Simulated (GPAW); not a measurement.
## Conductance along a series: a Bi chain with one atom pushed aside at constant bond length

How does transport respond as one structural variable is stepped? The junctions: a Bi chain with one atom pushed aside at constant bond length.

Method: GPAW LCAO, PAW setups; Landauer transmission from Green's functions with principal layers (ASE), zero bias, in GPAW 26.7.0.

## (1) The structure

The cell holds 9 atoms: 9 Bi. Cell: a = 9.000 Å, b = 9.000 Å, c = 26.069 Å, α = 90.0°, β = 90.0°, γ = 90.0°. Regions: left lead, 4 atoms (4 Bi); channel, 1 atom (1 Bi); right lead, 4 atoms (4 Bi). Vacuum lies along a and b. The structure is stacked along c, and the current runs across the ab planes.

## (2) Member of the series, offset 0.3 Å

The structure changes from member to member while basis and functional stay, so that the trend is less open to errors of the level than any single value.

Input file run.py:

```python
import json
import numpy as np
from ase import Atoms
from ase.transport.calculators import TransportCalculator
from gpaw import GPAW, FermiDirac
from gpaw.lcao.tools import get_lcao_hamiltonian
from scipy.linalg import eigh

# The junction with lead layers at both ends, along the third cell vector
device = Atoms(
    ['Bi', 'Bi', 'Bi', 'Bi', 'Bi', 'Bi', 'Bi', 'Bi', 'Bi'],
    positions=[
        [4.50000, 4.50000, 1.45000],
        [4.50000, 4.50000, 4.35000],
        [4.50000, 4.50000, 7.25000],
        [4.50000, 4.50000, 10.15000],
        [4.80000, 4.50000, 13.03444],
        [4.50000, 4.50000, 15.91888],
        [4.50000, 4.50000, 18.81888],
        [4.50000, 4.50000, 21.71888],
        [4.50000, 4.50000, 24.61888]],
    cell=[[9.0, 0.0, 0.0], [0.0, 9.0, 0.0], [0.0, 0.0, 26.06888]],
    pbc=True)

# One principal layer of the lead: the first 2 atoms of the device
lead = Atoms(
    ['Bi', 'Bi'],
    positions=[
        [4.50000, 4.50000, 1.45000],
        [4.50000, 4.50000, 4.35000]],
    cell=[[9.0, 0.0, 0.0], [0.0, 9.0, 0.0], [0.0, 0.0, 5.8]],
    pbc=True)

settings = dict(mode='lcao', basis='dzp', xc='RPBE', h=0.2,
                occupations=FermiDirac(0.1), maxiter=250,
                mixer=dict(beta=0.1, nmaxold=8, weight=100.0),
                convergence=dict(density=0.0001))
energies = np.arange(-2, 2 + 1e-9, 0.05)
eta = 0.0001
n1, n2 = 1, 1
# k and -k transmit alike, so half of the mesh across the current serves
mesh = [(i, j) for i in range(n1) for j in range(n2) if (i, j) <= (-i % n1, -j % n2)]
weights = np.array([1 if (i, j) == (-i % n1, -j % n2) else 2 for i, j in mesh]) / (n1 * n2)

# [... helper functions left out ...]
fermi_lead = ground_state(lead, (1, 1, 19), 'lead.txt')
fermi_device = ground_state(device, (1, 1, 3), 'device.txt')
# [... loop over the mesh left out, but for ...]
        # Shift the lead onto the potential of the device's first layer
        shift = ((H[:, 0, 0] - H0[:, 0, 0]) / S0[0, 0]).real.mean()
# [...]
kT = 8.617333e-5 * 77
bias = [0.1, 0.2, 0.5, 1.0, 1.5, 2.0]
# [... integrals and printing left out ...]
```

Started as:

```console
$ OMP_NUM_THREADS=1 OPENBLAS_NUM_THREADS=1 python run.py
```

What it wrote:

```text
basis functions: device 207, principal layer 46
Fermi level: lead -2.7442 eV, device -2.7292 eV; lead shifted by -0.0296 eV
largest coupling past the next layer 5.82e-06 eV, largest misfit of the first layer 0.013 eV
  E-E_F (eV)   T (one spin)  [channel counts left out]
    -2.000    9.9824e-01
    -1.950    9.9810e-01
    -1.900    9.9793e-01
    -1.850    9.9769e-01
    -1.800    9.9736e-01
    -1.750    9.9690e-01
    -1.700    9.9621e-01
    -1.650    9.9510e-01
    -1.600    9.9312e-01
    -1.550    9.8884e-01
    -1.500    9.7446e-01
    -1.450    2.2294e+00
    -1.400    2.7834e+00
    -1.350    2.8827e+00
    -1.300    2.9246e+00
    -1.250    2.9462e+00
[...]
1.650    2.9056e+00
     1.700    2.8342e+00
     1.750    8.8695e-01
     1.800    9.8955e-01
     1.850    9.9425e-01
     1.900    9.9592e-01
     1.950    9.9677e-01
     2.000    9.9728e-01
conductance at 77 K: 2.9972 G0 a cell; thermopower -0.0004398 uV/K
current from the zero-bias T(E) at 0.1 V: 23.222 uA
current from the zero-bias T(E) at 0.2 V: 46.444 uA
current from the zero-bias T(E) at 0.5 V: 116.11 uA
current from the zero-bias T(E) at 1.0 V: 232.19 uA
current from the zero-bias T(E) at 1.5 V: 348.21 uA
current from the zero-bias T(E) at 2.0 V: 464.07 uA
```

Wall time 21 s (1 thread of Arm Neoverse V2, shared host); peak memory 0.89 GiB.

Numbers from this step:

* conductance: 2.997 G₀
* largest coupling past the next principal layer: 5.82e-6 eV
* largest misfit of the first principal layer: 0.01327 eV
* shift that aligns the lead: -0.02962 eV
* basis functions of the junction: 207
* basis functions of a principal layer: 46
* transmission at the Fermi level (one spin): 2.997

One spin. Transmission, zone mean against energy, zero at the Fermi level:

energy (eV), transmission, zone mean and a bar from the least value:
```
    -2.00       1.00 
    -1.85       1.00 
    -1.70       1.00 
    -1.60       0.99 
    -1.45       2.23 ###################
    -1.30       2.92 #############################
    -1.15       2.97 ##############################
    -1.05       2.98 ##############################
    -0.90       2.99 ##############################
    -0.75       2.99 ##############################
    -0.60       2.99 ##############################
    -0.50       3.00 ##############################
    -0.35       3.00 ##############################
    -0.20       3.00 ##############################
    -0.05       3.00 ##############################
     0.00       3.00 ##############################
     0.05       3.00 ##############################
     0.20       3.00 ##############################
     0.35       3.00 ##############################
     0.50       3.00 ##############################
     0.60       3.00 ##############################
     0.75       3.00 ##############################
     0.90       2.99 ##############################
     1.05       2.99 ##############################
     1.15       2.99 ##############################
     1.30       2.98 ##############################
     1.45       2.97 ##############################
     1.60       2.93 #############################
     1.70       2.83 ############################
     1.85       0.99 
     2.00       1.00
```

Not self-consistent under bias; the bias window is split evenly. The current through one cell, from the zero-bias transmission by bias:

```
bias (V)  current through one cell, from the zero-bias transmission (μA)
   0.100                                                            23.2
   0.200                                                            46.4
   0.500                                                             116
   1.000                                                             232
   1.500                                                             348
   2.000                                                             464
```

Table of transmission of the three most open eigenchannels by energy, zero at the Fermi level:

```
energy (eV)  channel 1  channel 2  channel 3
     -2.000      0.998    2.4e-11          0
     -1.800      0.997    2.4e-11          0
     -1.600      0.993    2.3e-11    1.1e-11
     -1.400      0.995      0.950      0.839
     -1.200      0.997      0.993      0.968
     -1.000      0.998      0.997      0.984
     -0.800      0.998      0.998      0.993
     -0.600      0.999      0.999      0.997
     -0.400      0.999      0.999      0.998
     -0.200      0.999      0.999      0.999
      0.000      1.000      0.999      0.999
      0.200      1.000      0.999      0.999
      0.400      1.000      0.999      0.998
      0.600      1.000      0.999      0.998
      0.800      0.999      0.999      0.997
      1.000      0.999      0.999      0.995
      1.200      0.999      0.999      0.990
      1.400      0.998      0.998      0.977
      1.600      0.998      0.993      0.943
      1.800      0.990     3.9e-8     2.5e-8
      2.000      0.997    2.3e-11    2.0e-11
```

Couplings past the next layer reach 5.8e-6 eV, small enough to drop; the matrix elements of the cell's first layer differ from the bulk lead's by up to 0.013 eV. That layer keeps its own values in the calculation, and only beyond it is the lead taken as perfect. The Fermi levels of lead and junction count from different zeros of potential, one for each periodic cell; with both set to zero, the small remaining shift is what aligns them. Without spin-orbit coupling, which is large for these atoms, channel counts and T are those of the scalar-relativistic bands. By hand: G = 2.997 × 77.48 μS = 232 μS, a resistance of 4.31 kΩ; at 0.1 V a linear junction would pass 23.2 μA, and the integral over the bias window gives 23.2 μA.

## (3) Junction: offset = 0.6

The cell differs from the one that the last finished run ended in (c 26.069 → 25.975 Å).

run.py: that of step 2 with these lines changed.

```diff
@@ -16,8 +16,8 @@
         [4.50000, 4.50000, 10.15000],
-        [4.80000, 4.50000, 13.03444],
-        [4.50000, 4.50000, 15.91888],
-        [4.50000, 4.50000, 18.81888],
-        [4.50000, 4.50000, 21.71888],
-        [4.50000, 4.50000, 24.61888]],
-    cell=[[9.0, 0.0, 0.0], [0.0, 9.0, 0.0], [0.0, 0.0, 26.06888]],
+        [5.10000, 4.50000, 12.98725],
+        [4.50000, 4.50000, 15.82450],
+        [4.50000, 4.50000, 18.72450],
+        [4.50000, 4.50000, 21.62450],
+        [4.50000, 4.50000, 24.52450]],
+    cell=[[9.0, 0.0, 0.0], [0.0, 9.0, 0.0], [0.0, 0.0, 25.9745]],
     pbc=True)
```

What it wrote:

```text
basis functions: device 207, principal layer 46
Fermi level: lead -2.7442 eV, device -2.7182 eV; lead shifted by -0.0207 eV
largest coupling past the next layer 5.82e-06 eV, largest misfit of the first layer 0.009 eV
  E-E_F (eV)   T (one spin)  [channel counts left out]
    -2.000    9.7881e-01
    -1.950    9.7680e-01
    -1.900    9.7432e-01
    -1.850    9.7119e-01
    -1.800    9.6717e-01
    -1.750    9.6186e-01
    -1.700    9.5458e-01
    -1.650    9.4409e-01
    -1.600    9.2785e-01
    -1.550    8.9966e-01
    -1.500    8.3861e-01
    -1.450    1.7181e+00
    -1.400    2.3965e+00
    -1.350    2.5917e+00
    -1.300    2.6998e+00
    -1.250    2.7672e+00
[...]
1.650    2.5552e+00
     1.700    2.3944e+00
     1.750    2.0293e+00
     1.800    9.6403e-01
     1.850    9.7407e-01
     1.900    9.7879e-01
     1.950    9.8161e-01
     2.000    9.8351e-01
conductance at 77 K: 2.993 G0 a cell; thermopower -0.003976 uV/K
current from the zero-bias T(E) at 0.1 V: 23.19 uA
current from the zero-bias T(E) at 0.2 V: 46.378 uA
current from the zero-bias T(E) at 0.5 V: 115.92 uA
current from the zero-bias T(E) at 1.0 V: 231.64 uA
current from the zero-bias T(E) at 1.5 V: 346.88 uA
current from the zero-bias T(E) at 2.0 V: 461.12 uA
```

It took 22 s on 1 thread; peak memory 0.86 GiB.

This step gave:

```yaml
conductance: 2.993 G₀
largest_misfit_of_the_first_principal_layer: 0.009158 eV
shift_that_aligns_the_lead: -0.02069 eV
transmission_at_the_fermi_level_one_spin: 2.993
```

One spin. Table of transmission, zone mean by energy, zero at the Fermi level:

```
energy (eV)  transmission, zone mean
     -2.000                    0.979
     -1.800                    0.967
     -1.600                    0.928
     -1.400                     2.40
     -1.200                     2.81
     -1.000                     2.90
     -0.800                     2.95
     -0.600                     2.97
     -0.400                     2.98
     -0.200                     2.99
      0.000                     2.99
      0.100                     2.99
      0.200                     2.99
      0.400                     2.99
      0.600                     2.98
      0.800                     2.97
      1.000                     2.95
      1.200                     2.91
      1.400                     2.84
      1.600                     2.65
      1.800                    0.964
      2.000                    0.984
```

Not self-consistent under bias; the bias window is split evenly. Current through one cell, from the zero-bias transmission against bias:

```
bias (V)  current through one cell, from the zero-bias transmission (μA)
   0.100                                                            23.2
   0.200                                                            46.4
   0.500                                                             116
   1.000                                                             232
   1.500                                                             347
   2.000                                                             461
```

The transmission of the three most open eigenchannels by energy, zero at the Fermi level:

```
energy (eV)  channel 1  channel 2  channel 3
      -2.00      0.979    8.6e-12          0
      -1.90      0.974    8.5e-12          0
      -1.80      0.967    8.5e-12          0
      -1.70      0.955    8.5e-12          0
      -1.55      0.900    1.1e-10    1.1e-10
      -1.45      0.903      0.723     0.0920
      -1.35      0.992      0.963      0.637
      -1.25      0.996      0.988      0.783
      -1.15      0.998      0.995      0.852
      -1.05      0.998      0.998      0.892
      -0.90      0.999      0.998      0.932
      -0.80      0.999      0.998      0.949
      -0.70      0.999      0.998      0.963
      -0.60      0.999      0.998      0.973
      -0.50      0.999      0.999      0.980
      -0.40      0.999      0.999      0.986
      -0.25      0.999      0.999      0.991
      -0.15      0.999      0.999      0.994
      -0.05      0.999      0.998      0.996
       0.00      0.999      0.998      0.996
       0.05      0.999      0.998      0.997
       0.15      0.999      0.998      0.997
       0.25      0.999      0.998      0.995
       0.40      0.999      0.999      0.992
       0.50      0.999      0.999      0.989
       0.60      0.999      0.999      0.986
       0.70      0.999      0.999      0.981
       0.80      0.999      0.999      0.975
       0.90      0.999      0.999      0.966
       1.05      0.999      0.999      0.947
       1.15      0.999      0.999      0.929
       1.25      0.999      0.998      0.903
       1.35      0.999      0.998      0.867
       1.45      0.999      0.997      0.813
       1.55      0.997      0.997      0.727
       1.70      0.997      0.985      0.413
       1.80      0.964     6.4e-8     1.7e-8
       1.90      0.979    4.1e-10    2.2e-10
       2.00      0.984    2.5e-11    1.8e-11
```

The conductance equals that of the member before to 0.2 %.

## (4) Member of the series: offset = 0.9

The cell differs from the one that the last finished run ended in (c 25.975 → 25.814 Å).

run.py: that of step 3 with these lines changed.

```diff
@@ -16,8 +16,8 @@
         [4.50000, 4.50000, 10.15000],
-        [5.10000, 4.50000, 12.98725],
-        [4.50000, 4.50000, 15.82450],
-        [4.50000, 4.50000, 18.72450],
-        [4.50000, 4.50000, 21.62450],
-        [4.50000, 4.50000, 24.52450]],
-    cell=[[9.0, 0.0, 0.0], [0.0, 9.0, 0.0], [0.0, 0.0, 25.9745]],
+        [5.40000, 4.50000, 12.90681],
+        [4.50000, 4.50000, 15.66362],
+        [4.50000, 4.50000, 18.56362],
+        [4.50000, 4.50000, 21.46362],
+        [4.50000, 4.50000, 24.36362]],
+    cell=[[9.0, 0.0, 0.0], [0.0, 9.0, 0.0], [0.0, 0.0, 25.81362]],
     pbc=True)
```

What it wrote:

```text
basis functions: device 207, principal layer 46
Fermi level: lead -2.7442 eV, device -2.7125 eV; lead shifted by 0.0026 eV
largest coupling past the next layer 5.82e-06 eV, largest misfit of the first layer 0.017 eV
  E-E_F (eV)   T (one spin)  [channel counts left out]
    -2.000    9.0648e-01
    -1.950    9.0081e-01
    -1.900    8.9428e-01
[...]
1.950    9.7855e-01
     2.000    9.7805e-01
conductance at 77 K: 2.9598 G0 a cell; thermopower -0.01532 uV/K
current from the zero-bias T(E) at 0.1 V: 22.931 uA
current from the zero-bias T(E) at 0.2 V: 45.856 uA
current from the zero-bias T(E) at 0.5 V: 114.54 uA
current from the zero-bias T(E) at 1.0 V: 228.32 uA
current from the zero-bias T(E) at 1.5 V: 340.44 uA
current from the zero-bias T(E) at 2.0 V: 449.64 uA
```

The job ended after 22 s (1 thread; peak memory 0.87 GiB).

The conductance, 2.96 G₀, lies 1.1 % below that of the member before.

## (5) Member of the series: offset = 1.2

The cell differs from the one that the last finished run ended in (c 25.814 → 25.580 Å).

run.py: that of step 4 with these lines changed.

```diff
@@ -16,8 +16,8 @@
         [4.50000, 4.50000, 10.15000],
-        [5.40000, 4.50000, 12.90681],
-        [4.50000, 4.50000, 15.66362],
-        [4.50000, 4.50000, 18.56362],
-        [4.50000, 4.50000, 21.46362],
-        [4.50000, 4.50000, 24.36362]],
-    cell=[[9.0, 0.0, 0.0], [0.0, 9.0, 0.0], [0.0, 0.0, 25.81362]],
+        [5.70000, 4.50000, 12.79008],
+        [4.50000, 4.50000, 15.43015],
+        [4.50000, 4.50000, 18.33015],
+        [4.50000, 4.50000, 21.23015],
+        [4.50000, 4.50000, 24.13015]],
+    cell=[[9.0, 0.0, 0.0], [0.0, 9.0, 0.0], [0.0, 0.0, 25.58015]],
     pbc=True)
```

What it wrote:

```text
basis functions: device 207, principal layer 46
Fermi level: lead -2.7442 eV, device -2.6944 eV; lead shifted by 0.0116 eV
largest coupling past the next layer 5.82e-06 eV, largest misfit of the first layer 0.035 eV
  E-E_F (eV)   T (one spin)  [channel counts left out]
    -2.000    7.5481e-01
    -1.950    7.5125e-01
    -1.900    7.4802e-01
[...]
1.950    9.9448e-01
     2.000    9.9229e-01
conductance at 77 K: 2.8326 G0 a cell; thermopower 0.005364 uV/K
current from the zero-bias T(E) at 0.1 V: 21.945 uA
current from the zero-bias T(E) at 0.2 V: 43.876 uA
current from the zero-bias T(E) at 0.5 V: 109.46 uA
current from the zero-bias T(E) at 1.0 V: 217.36 uA
current from the zero-bias T(E) at 1.5 V: 322.3 uA
current from the zero-bias T(E) at 2.0 V: 423.09 uA
```

It took 23 s on 1 thread; peak memory 0.86 GiB.

One spin. Transmission, zone mean against energy, zero at the Fermi level:

```
energy (eV)  transmission, zone mean
     -2.000                    0.755
     -1.800                    0.743
     -1.600                    0.754
     -1.400                     1.82
     -1.200                     2.39
     -1.000                     2.55
     -0.800                     2.65
     -0.600                     2.73
     -0.400                     2.79
     -0.200                     2.82
      0.000                     2.83
      0.200                     2.82
      0.400                     2.78
      0.600                     2.71
      0.800                     2.62
      1.000                     2.52
      1.200                     2.41
      1.400                     2.29
      1.600                     2.13
      1.800                    0.999
      2.000                    0.992
```

The conductance, 2.83 G₀, lies 4.3 % below that of the member before.

## (6) Side by side

Times are for 1 thread of Arm Neoverse V2, shared host. The runs compared:

```
no.  offset (Å)  conductance (G₀)  time  memory (GiB)
  1         0.3             2.997  21 s          0.89
  2         0.6             2.993  22 s          0.86
  3         0.9             2.960  22 s          0.87
  4         1.2             2.833  23 s          0.86
```

The runs together. The transmission, zone mean by energy, zero at the Fermi level:

```
energy (eV)    0.3    0.6    0.9    1.2
     -2.000  0.998  0.979  0.906  0.755
     -1.800  0.997  0.967  0.878  0.743
     -1.600  0.993  0.928  0.821  0.754
     -1.400   2.78   2.40   2.07   1.82
     -1.200   2.96   2.81   2.57   2.39
     -1.000   2.98   2.90   2.73   2.55
     -0.800   2.99   2.95   2.82   2.65
     -0.600   2.99   2.97   2.89   2.73
     -0.400   3.00   2.98   2.93   2.79
     -0.200   3.00   2.99   2.95   2.82
      0.000   3.00   2.99   2.96   2.83
      0.050   3.00   2.99   2.96   2.83
      0.100   3.00   2.99   2.96   2.83
      0.200   3.00   2.99   2.96   2.82
      0.400   3.00   2.99   2.94   2.78
      0.600   3.00   2.98   2.92   2.71
      0.800   3.00   2.97   2.87   2.62
      1.000   2.99   2.95   2.80   2.52
      1.200   2.99   2.91   2.71   2.41
      1.400   2.97   2.84   2.57   2.29
      1.600   2.93   2.65   2.34   2.13
      1.800  0.990  0.964  0.981  0.999
      2.000  0.997  0.984  0.978  0.992
```

The runs together. Table of current through one cell, from the zero-bias transmission by bias:

```
bias (V)  0.3 (μA)  0.6 (μA)  0.9 (μA)  1.2 (μA)
   0.100      23.2      23.2      22.9      21.9
   0.200      46.4      46.4      45.9      43.9
   0.500       116       116       115       109
   1.000       232       232       228       217
   1.500       348       347       340       322
   2.000       464       461       450       423
```

[end of part 1 of 2]

[Logs are printed without paths, hosts, clocks, repeated set-up lines and the standing remarks that a program may print on its own settings, such as how far it seeks lower states.]

[Hosts, paths, dates, database ids (printed as entryN), source tags and the programs' standing remarks are cut or masked in the printed files.]
